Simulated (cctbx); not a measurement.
## Accept or mend?

Cell a = 5.4890 Å, b = 5.4890 Å, c = 3.0710 Å, α = 90.00°, β = 90.00°, γ = 120.00°; space group P6/mmm (no. 191). The compound is ErRu3C2.

The data are simulated with cctbx, not measured: Mo Kα, λ = 0.71073 Å, to d = 0.8 Å, 95 % of the full sphere, strongest reflection 5000 counts, noise from counting, a 2 % proportional error and a noise floor of 15 counts (s.d.); no absorption.

An anisotropic refinement with weights 1/σ² prints:

```text
Rint 0.043, 49 unique reflections to 0.81 A
cycle     R1     wR2    GooF  max shift (A)
   1  0.0348  0.0556   3.114   0.00000
   2  0.0206  0.0292   1.637   0.00000
final R1 0.0207 wR2 0.0292 GooF 1.637  parameters 7  data/parameter 7.0
atom        x        y        z      Ueq    occ   su(xyz)  su(Uiso or U11)
Er1    0.00000  0.00000  0.00000   0.0228  1.000  0.00000  0.0005
Ru1    0.00000  0.50000  0.50000   0.0186  1.000  0.00000  0.0007
O1     0.66667  0.33333  0.00000   0.0818  1.000  0.00000  0.0121
difference map: max 0.78 min -0.77 rms 0.27
Q1    0.0000  0.0000  0.5000    1    0.81  1.54 A from Er1
Q2    0.1115  0.5557  0.2576   12    0.78  0.91 A from Ru1
Q3    0.3333  0.6667  0.0000    2    0.75  0.00 A from O1
Q4    0.0000  0.3011  0.2217   12    0.68  1.39 A from Ru1
Q5    0.0000  0.0000  0.0000    1    0.50  0.00 A from Er1
Q6    0.0000  0.5000  0.0000    3    0.45  1.54 A from Ru1
```

Q: Accept it or mend it, and why?

Mend it. The fault: wrong element: O1 is C. Against the right model at the same level, R1 goes from 0.0142 to 0.0207 and GooF from 1.02 to 1.64 and U of O1 swells from 0.0387 to 0.0818 Å². O1 has 2 electrons too many and its U swells to shed them, as expected (near an absorption edge f′ can widen the mismatch well beyond the difference in Z).

The compound is ErRu3C2. The right model at the same level gives:

```text
Rint 0.043, 49 unique reflections to 0.81 A
cycle     R1     wR2    GooF  max shift (A)
   1  0.0233  0.0370   2.072   0.00000
   2  0.0142  0.0182   1.021   0.00000
final R1 0.0142 wR2 0.0182 GooF 1.021  parameters 7  data/parameter 7.0
atom        x        y        z      Ueq    occ   su(xyz)  su(Uiso or U11)
Er1    0.00000  0.00000  0.00000   0.0228  1.000  0.00000  0.0003
Ru1    0.00000  0.50000  0.50000   0.0186  1.000  0.00000  0.0004
C1     0.66667  0.33333  0.00000   0.0387  1.000  0.00000  0.0057
difference map: max 0.68 min -0.70 rms 0.21
Q1    0.0000  0.0000  0.5000    1    0.71  1.54 A from Er1
Q2    0.1079  0.5540  0.2862   12    0.69  0.83 A from Ru1
Q3    0.0000  0.3004  0.2227   12    0.55  1.39 A from Ru1
Q4    0.3333  0.6667  0.2286    4    0.48  0.70 A from C1
Q5    0.0000  0.0000  0.0000    1    0.44  0.00 A from Er1
Q6    0.1228  0.3926  0.2464   24    0.40  1.34 A from Ru1
```

Isotropic U is held between 0.0001 and 1 Å² by the program, and listed peak heights are interpolated, so they can pass the grid's maximum.

The model was made for the exercise: a known structure type with other elements put in, its volume estimated, not relaxed; displacement parameters are assumed.

[Middle refinement cycles are left out of these outputs.]

[Logs are printed without paths, hosts, clocks, repeated set-up lines and the standing remarks that a program may print on its own settings, such as how far it seeks lower states.]
